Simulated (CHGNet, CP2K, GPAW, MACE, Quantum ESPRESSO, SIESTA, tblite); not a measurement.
# Random packing of B (94 atoms) in other programs, against a plane-wave reference

Wanted: errors and costs of other methods on random packing of B (94 atoms). A plane-wave run serves as the reference.

Program: Quantum ESPRESSO 7.5. Level of theory: Kohn-Sham DFT, PBE, SSSP efficiency 1.3.0 pseudopotentials, plane waves. Results are calculated unless marked as measured.

**1. Set-up**

The cell holds 94 atoms: 94 B. Cell: a = 9.301 Å, b = 9.301 Å, c = 9.301 Å, α = 90.0°, β = 90.0°, γ = 90.0°. 94 atoms (94 B) packed at random in a cube at 2.1 g/cm³ and pushed apart as soft spheres; a start for melting by ab initio MD, not an equilibrated structure. Then every atom was moved at random, 0.03 Å r.m.s. a Cartesian component.

**2. The reference run**

Input file pw.in:

```
&control
  calculation = 'scf'
  pseudo_dir = './pseudo'
  outdir = './tmp'
  disk_io = 'none'
  tprnfor = .true.
  tstress = .true.
/
&system
  ibrav = 0
  nat = 94
  ntyp = 1
  ecutwfc = 45
  ecutrho = 360
  nosym = .true.
  occupations = 'smearing'
  smearing = 'fd'
  degauss = 0.003675
/
&electrons
  conv_thr = 4.7e-07
  electron_maxstep = 100
  mixing_beta = 0.2
  mixing_mode = 'local-TF'
  diagonalization = 'david'
/
ATOMIC_SPECIES
B 10.810 B.upf
CELL_PARAMETERS angstrom
9.30110 0.00000 0.00000
0.00000 9.30110 0.00000
0.00000 0.00000 9.30110
ATOMIC_POSITIONS crystal
B 0.41605 0.36062 0.66431
B 0.79921 0.00688 0.54809
B 0.81208 0.00664 0.82895
B 0.63941 0.62551 0.42768
B 0.33737 0.18756 0.68464
B 0.05917 0.68117 0.40164
B 0.58711 0.98118 0.05644
B 0.86024 0.44912 0.48043
B 0.95163 0.89222 0.45353
B 0.53680 0.50125 0.61363
B 0.77089 0.21967 0.53379
B 0.65488 0.92234 0.43603
[... 78 atom lines left out ...]
B 0.31514 0.20991 0.44728
B 0.20977 0.50902 0.30323
B 0.46826 0.28432 0.35791
B 0.74271 0.76663 0.37262
K_POINTS gamma
```

The run is started by

```sh
OMP_NUM_THREADS=1 mpirun -np 4 pw.x -in pw.in > output.txt
```

The program printed:

```text
Program PWSCF
     gamma-point specific algorithms are used
     one sub-group per band group will be used
     scalapack distributed-memory algorithm (size of sub-group:  2*  2 procs)
     Parallelization info
     sticks:   dense  smooth     PW     G-vecs:    dense   smooth      PW
     Min        2211    1104    274               156500    55284    6906
     Max        2214    1106    276               156508    55287    6911
     Sum        8849    4421   1101               626011   221143   27633
     bravais-lattice index     =            0
     lattice parameter (alat)  =      17.5765  a.u.
     unit-cell volume          =    5429.9964 (a.u.)^3
     number of atoms/cell      =           94
     number of atomic types    =            1
     number of electrons       =       282.00
[... lines left out ...]
     scf convergence threshold =      4.7E-07
[... lines left out ...]
     number of k points=     1  Fermi-Dirac smearing, width (Ry)=  0.0037
[... lines left out ...]
     total energy              =    -592.34410353 Ry
[... lines left out ...]
     total energy              =    -590.62905963 Ry
[... lines left out ...]
     total energy              =    -591.40542607 Ry
[... lines left out ...]
     total energy              =    -591.41580234 Ry
[... lines left out ...]
     total energy              =    -591.41580197 Ry
[... lines left out ...]
          k = 0.0000 0.0000 0.0000 ( 13817 PWs)   bands (ev):
    -7.4359  -6.6549  -6.2130  -5.9438  -5.7046  -5.4446  -5.1735  -4.8944
    -4.6655  -4.5548  -4.4387  -4.2420  -4.1834  -3.9960  -3.7923  -3.6401
    -3.6078  -3.5490  -3.3136  -2.9423  -2.7825  -2.6732  -2.5903  -2.4035
[...]
8.7938   8.8361   8.8935   8.9890   9.0384   9.0686   9.2171   9.2524
     9.3003   9.3396   9.4649   9.4938   9.6351   9.7302   9.7662   9.8983
    10.0065
     the Fermi energy is     7.9733 ev
!    total energy              =    -591.41580229 Ry
     estimated scf accuracy    <       0.00000030 Ry
     smearing contrib. (-TS)   =      -0.01499221 Ry
     internal energy E=F+TS    =    -591.40081008 Ry
     The total energy is F=E-TS. E is the sum of the following terms:
     one-electron contribution =     204.78130042 Ry
     hartree contribution      =      47.73981655 Ry
     xc contribution           =    -268.04408141 Ry
     ewald contribution        =    -575.87784563 Ry
     convergence has been achieved in  14 iterations
     Forces acting on atoms (cartesian axes, Ry/au):
     atom    1 type  1   force =    -0.02758357    0.03789333    0.01873959
     atom    2 type  1   force =     0.01047190   -0.01427423   -0.05301372
     atom    3 type  1   force =     0.04892118    0.06089370    0.06391989
[...]
atom   93 type  1   force =    -0.02229619    0.02871301   -0.03293575
     atom   94 type  1   force =    -0.03904945   -0.03107786    0.00392028
     Total force =     0.722267     Total SCF correction =     0.000666
     Computing stress (Cartesian axis) and pressure
          total   stress  (Ry/bohr**3)                   (kbar)     P=     -202.69
  -0.00173356  -0.00006241   0.00000831         -255.02       -9.18        1.22
  -0.00006241  -0.00120594   0.00009972           -9.18     -177.40       14.67
   0.00000831   0.00009972  -0.00119402            1.22       14.67     -175.65
     Message from routine punch:
     Nothing written, as per user request (disk_io='none')
```

Run time: 35 s. Hardware: 4 MPI ranks of Arm Neoverse V2, shared host; peak memory 2 GiB; 2.3 min of CPU time.

Banners, paths, timers and routine set-up lines are dropped from the logs unmarked, and long logs keep their key lines alone; longer cuts are marked.

Numbers from this run:

| Quantity | Value |
| --- | --- |
| r.m.s. force component | 1.106 eV/Å |
| longest force | 4.447 eV/Å |
| pressure | -20.27 GPa |

**3. Local order**

Density 2.10 g/cm³, 8.56 Å³ an atom.

Pair distribution function in bins of 0.1 Å:

```
r (Å)  total
 1.45   0.00
 1.55   0.06
 1.65   0.99
 1.75   2.07
 1.85   1.35
 1.95   1.10
 2.05   1.58
 2.15   1.03
 2.25   1.29
 2.35   1.44
 2.45   1.02
 2.55   0.93
 2.65   0.94
 2.75   0.84
 2.85   0.64
 2.95   1.11
 3.05   0.97
 3.15   0.80
 3.25   0.84
 3.35   1.06
 3.45   0.96
 3.55   1.04
 3.65   1.09
 3.75   0.95
 3.85   1.09
 3.95   1.02
 4.05   1.22
 4.15   1.10
 4.25   1.03
 4.35   0.90
 4.45   0.94
 4.55   0.84
 4.65   1.03
```

Bonds by pair of elements; cutoffs follow the first minimum of g(r), held within bounds set by covalent radii, and pairs that aren't listed don't count as bonded (cutoffs were set anew for this text, so counts can differ from the run's own analysis):

```
pair A-B  cutoff (Å)  bonds  mean length (Å)  spread (Å)  shortest (Å)  B about A  A about B
     B-B        1.98    121             1.80       0.099          1.59       2.57       2.57
```

The cutoff for B-B falls short of the minimum of g(r), so counts run low and odd coordinations can be artefacts.

How many atoms have how many bonded neighbours:

```csv
element,mean,0,1,2,3,4,5
B,2.57,4,9,33,26,21,1
```

Rings of the network by King's shortest-path rule, up to 12 atoms, one path for each pair of neighbours; H, halogens, alkali and alkaline-earth atoms are left out, and the last column divides by all other atoms, bonded or not:

```csv
ring size (atoms),rings,per network atom
3,8,0.085
4,4,0.043
5,6,0.064
6,6,0.064
7,11,0.117
8,6,0.064
9,4,0.043
10,3,0.032
11,2,0.021
12,2,0.021
```

**4. What was run beside it**

The programs:
- CHGNet: machine-learned potential, published weights.
- CP2K 2026.2: Gaussian basis with GTH pseudopotentials and a plane-wave density; labels give functional, basis (MOLOPT sets; SR short-range, UZH the newer set with its own potentials), grid cutoff/relative cutoff and solver (OT: orbital transformation; TRS4, TC2, SIGN: linear-scaling purification with its sparsity filter), or its built-in tight binding.
- GPAW 26.7.0: PAW with atomic orbitals (LCAO), plane waves or a real-space grid of spacing h.
- MACE: machine-learned potential, published weights.
- Quantum ESPRESSO 7.5: plane waves; labels (QE) give functional, pseudopotential set and cutoffs of waves/density.
- SIESTA 5.4.2: numerical atomic orbitals, whose automatically made sets are far from complete, with PseudoDojo norm-conserving potentials that we converted to its format (checked against plane waves on the same files for H, C, O, Si, Ge and Ca alone); labels give functional, basis size, energy shift and mesh cutoff.
- tblite 0.8.0: extended tight binding, driven from Python.

All use the same cell and atoms; the electronic-structure runs use the same k-mesh, and an electronic temperature of 580 K (0.05 eV) where levels are smeared.

Differences are against the plane-wave reference, forces as r.m.s. over components; share is that over the reference's r.m.s. force, slope the least-squares factor from reference forces to these. Total energies of different programs have different zeros and aren't compared.

| run | Δ force, r.m.s. (meV/Å) | share (%) | slope | Δ pressure (GPa) | cores | CPU time | memory (GiB) |
| --- | --- | --- | --- | --- | --- | --- | --- |
| reference | - | - | - | - | 4 | 2.3 min | 2.0 |
| CHGNet 0.3.0 potential | 538 | 48.7 | 0.846 | 0.0672 | 1 | 4.3 s | 2.2 |
| CP2K PBE+rVV10L, DZVP-MOLOPT-SR, 450/50 Ry, diagonalisation | 30.6 | 2.77 | 1.006 | 0.0074 | 4 | 8.7 min | 3.7 |
| CP2K PBE, DZVP-MOLOPT (SR for B), 450/50 Ry, diagonalisation | 17.8 | 1.61 | 1.009 | 0.334 | 4 | 7.2 min | 2.4 |
| CP2K PBE, DZVP-MOLOPT-SR, 157/50 Ry, diagonalisation (coarse) | 19.2 | 1.74 | 1.009 | 0.335 | 2 | 5.2 min | 0.68 |
| CP2K PBE, DZVP-MOLOPT-SR, 450/50 Ry, diagonalisation | 17.8 | 1.61 | 1.009 | 0.334 | 4 | 7.2 min | 2.4 |
| CP2K PBE, TZVP-MOLOPT (SR for B), 450/50 Ry, diagonalisation | 14.5 | 1.31 | 1.000 | 0.265 | 4 | 7.7 min | 2.6 |
| GPAW PBE, LCAO dzp, h 0.2 Å | 136 | 12.3 | 1.028 | - | 2 | 9.6 min | 1.6 |
| GPAW PBE, LCAO sz(dzp), h 0.2 Å (coarse) | 593 | 53.7 | 1.065 | - | 1 | 1.7 min | 0.77 |
| GPAW PBE, LCAO szp(dzp), h 0.2 Å (coarse) | 323 | 29.2 | 1.006 | - | 1 | 6.4 min | 1.1 |
| MACE MP-0b2 small potential | 528 | 47.7 | 0.881 | -4.00 | 1 | 5.7 s | 0.69 |
| MACE MPA-0 medium potential | 411 | 37.2 | 0.896 | -1.54 | 1 | 8.3 s | 1.3 |
| QE PBE, sssp-1.3.0-efficiency, 45/360 Ry, paro | 0.258 | 0.0233 | 1.000 | -7.0e-4 | 2 | 3.7 min | 1.9 |
| SIESTA PBE, DZP, shift 0.005 Ry, mesh 300 Ry | 180 | 16.2 | 1.034 | 2.50 | 2 | 16 min | 2.0 |
| SIESTA PBE, DZP, shift 0.01 Ry, mesh 100 Ry (coarse) | 163 | 14.7 | 1.046 | 1.85 | 2 | 2.9 min | 0.9 |
| SIESTA PBE, DZP, shift 0.01 Ry, mesh 300 Ry | 163 | 14.7 | 1.046 | 1.86 | 2 | 9.8 min | 1.7 |
| tblite GFN1-xTB | 709 | 64.1 | 0.863 | 15.2 | 1 | 2.2 s | 0.11 |
| tblite GFN2-xTB | 798 | 72.1 | 0.832 | 40.5 | 1 | 8.1 s | 0.11 |

Rows marked coarse were listed beforehand as settings not expected to be converged; some can still land near the reference.

Times of the machine-learned potentials are mostly Python's start and the loading of weights.

CPU time is summed over cores on a shared host, where runs went side by side, so it is rough. Symmetry, cutoffs, thresholds, outputs and thread counts weren't matched or tuned between programs; memory under MPI is the largest rank's times the ranks.

Within one program, basis, potentials and functional, energies share a zero. Each run against its twin at the usual cutoff or grid and solver:

| run | twin | Δ energy (meV/atom) | Δ force, r.m.s. (meV/Å) | CPU time over the twin's |
| --- | --- | --- | --- | --- |
| CP2K PBE, DZVP-MOLOPT-SR, 157/50 Ry, diagonalisation | DZVP-MOLOPT-SR, 450/50 Ry, diagonalisation | -0.0124 | 5.70 | 0.71 (this twin ran on 4 cores) |
| QE PBE, sssp-1.3.0-efficiency, 45/360 Ry, paro | sssp-1.3.0-efficiency, 45/360 Ry | 0 | 0.258 | 1.6 (this twin ran on 4 cores) |
| SIESTA PBE, DZP, shift 0.01 Ry, mesh 100 Ry | DZP, shift 0.01 Ry, mesh 300 Ry | 0.363 | 1.40 | 0.29 |

**5. Results**

```json
{"reference r.m.s. force component": "1.11 eV/Å", "nearest in forces": "QE PBE, sssp-1.3.0-efficiency, 45/360 Ry, paro, 0.023 %", "farthest in forces": "tblite GFN2-xTB, 72 %", "cheapest electronic-structure run beside the reference": "tblite GFN1-xTB, 2.2 s of CPU time"}
```

In words: With the reference's own potentials and cutoffs, another solver or threshold moves forces by 0.023 % (QE PBE, sssp-1.3.0-efficiency, 45/360 Ry, paro). The PBE runs in local orbitals, coarse settings apart, differ by 1.3 % (CP2K PBE, TZVP-MOLOPT (SR for B), 450/50 Ry, diagonalisation) to 16 % (SIESTA PBE, DZP, shift 0.005 Ry, mesh 300 Ry); basis, grid and potentials can all enter. Tight binding differs by 64 % (tblite GFN1-xTB) to 72 % (tblite GFN2-xTB); it is another model, with fitted parameters of its own, and the xTB methods hold dispersion. Machine-learned potentials differ by 37 % (MACE MPA-0 medium potential) to 49 % (CHGNet 0.3.0 potential); they were trained on other programs' data. Among those trained on PBE data the slope goes as low as 0.85, with a correlation of 0.88, so directions differ as well as sizes. Rows with another functional or a dispersion term differ by 2.8 % (CP2K PBE+rVV10L, DZVP-MOLOPT-SR, 450/50 Ry, diagonalisation), which mixes the change of model with differences of basis and potentials. Runs with settings chosen to be coarse differ by 1.7 % (CP2K PBE, DZVP-MOLOPT-SR, 157/50 Ry, diagonalisation) to 54 % (GPAW PBE, LCAO sz(dzp), h 0.2 Å), their programs' other errors included. Of the electronic-structure runs that take under half the reference's CPU time, tblite GFN1-xTB comes nearest, at 64 % in 2.2 s against 2.3 min, too far off to be of use; its pressure misses by +15.2 GPa. In pressure, SIESTA PBE, DZP, shift 0.005 Ry, mesh 300 Ry misses by +2.5 GPa, at the same functional. In the reference: levels near the Fermi energy are neither full nor empty under the smearing, so no gap is quoted. In the reference: the first peak of g(r) lies near 1.8 Å. Periodic xTB results under one method name differ between programs and library versions. The reference's pressure holds the uncorrected Pulay stress of its 45 Ry basis, so small pressure differences, and their order, may be the reference's own error. Machine-learned potentials mimic data converged in k, so the reference's own k-point error enters their differences. The reference's stress is far from hydrostatic: its diagonal is -25.5, -17.7, -17.6 GPa, compression counted positive. The reference's pressure of -20 GPa says that the cell would shrink at this level of theory. The electronic-structure runs sample only Γ, in a cell whose shortest periodic width is 9 Å, which is coarse for a cell with partly filled levels.

[Also dropped from logs without a mark: logging warnings of Python, and SIESTA's first energy breakdown and zero terms.]

[Logs are printed without paths, hosts, clocks, repeated set-up lines and the standing remarks that a program may print on its own settings, such as how far it seeks lower states.]

[Hosts, paths, dates, database ids (printed as entryN), source tags and the programs' standing remarks are cut or masked in the printed files.]
